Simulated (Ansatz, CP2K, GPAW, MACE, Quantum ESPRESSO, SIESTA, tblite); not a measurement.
# Which run comes nearest? Amorphous Si (76 atoms)

Density of this cell: 2.32 g/cm³. The cell holds 76 atoms: 76 Si. Cell: a = 11.521 Å, b = 11.521 Å, c = 11.521 Å, α = 90.0°, β = 90.0°, γ = 90.0°. 76 atoms (76 Si) placed at random at 2.32 g/cm³, melted at 3500 K for 10 ps at fixed volume with the Tersoff potential (Tersoff, Phys. Rev. B 39, 5566 (1989)). Quenched from 3100 K to 500 K at 10 K/ps and fixed volume, annealed at 900 K for 50 ps, held 5 ps. Then every atom was moved at random, 0.05 Å r.m.s. a Cartesian component.

Geometry: as built.

The reference, a calculation:

| Property | Result |
| --- | --- |
| method | Kohn-Sham DFT, PBE, PAW, plane waves (Ansatz 0.2.0); cutoff 420 eV, Γ point, fermi-dirac smearing of 0.05 eV; PAW set soft_2 |
| r.m.s. force component | 0.9372 eV/Å |
| longest force | 4.062 eV/Å |
| pressure | 0.3203 GPa |
| SCF cycles | 10 |
| time | 5.6 s on 8 threads of Arm Neoverse V2, shared host |
| CPU time | 40 s |

Runs, in no order:
A. GPAW PBE, LCAO dzp, h 0.2 Å, other mixer settings: Kohn-Sham DFT, PBE, PAW, atomic orbitals (dzp)
B. CP2K BLYP, DZVP-MOLOPT-SR, 350/50 Ry, diagonalisation: Kohn-Sham DFT, BLYP, GTH-BLYP pseudopotentials, Gaussian and plane waves, DZVP-MOLOPT-SR-GTH, diagonalisation
C. MACE MPA-0 medium potential: machine-learned interatomic potential MACE MPA-0 medium, trained on PBE(+U) plane-wave data
D. CP2K PBE, TZV2P-MOLOPT, 350/50 Ry, diagonalisation: Kohn-Sham DFT, PBE, GTH-PBE pseudopotentials, Gaussian and plane waves, TZV2P-MOLOPT-GTH, diagonalisation
E. QE PBE, gbrv-1.5, 40/200 Ry: Kohn-Sham DFT, PBE, GBRV 1.5 ultrasoft pseudopotentials, plane waves

**Question.** Rank the runs by how far their forces lie from the reference's, least first.

E, D, A, B, C.

| run | Δ force, r.m.s. (meV/Å) | share of r.m.s. force (%) | CPU time |
| --- | --- | --- | --- |
| E. QE PBE, gbrv-1.5, 40/200 Ry | 3.24 | 0.346 | 4.1 min |
| D. CP2K PBE, TZV2P-MOLOPT, 350/50 Ry, diagonalisation | 20.8 | 2.22 | 7.9 min |
| A. GPAW PBE, LCAO dzp, h 0.2 Å, other mixer settings | 51.8 | 5.52 | 5.7 min |
| B. CP2K BLYP, DZVP-MOLOPT-SR, 350/50 Ry, diagonalisation | 118 | 12.6 | 2.9 min |
| C. MACE MPA-0 medium potential | 223 | 23.8 | 6.8 s |

Machine-learned potentials mimic data converged in k, so the reference's own k-point error enters their differences. The network of bonds at the start is that of the classical potential that made the cell, and needn't be the one that DFT or experiment would give. The electronic-structure runs sample only Γ, in a cell whose shortest periodic width is 12 Å, which is coarse for a cell with partly filled levels.

[Hosts, paths, dates, database ids (printed as entryN), source tags and the programs' standing remarks are cut or masked in the printed files.]
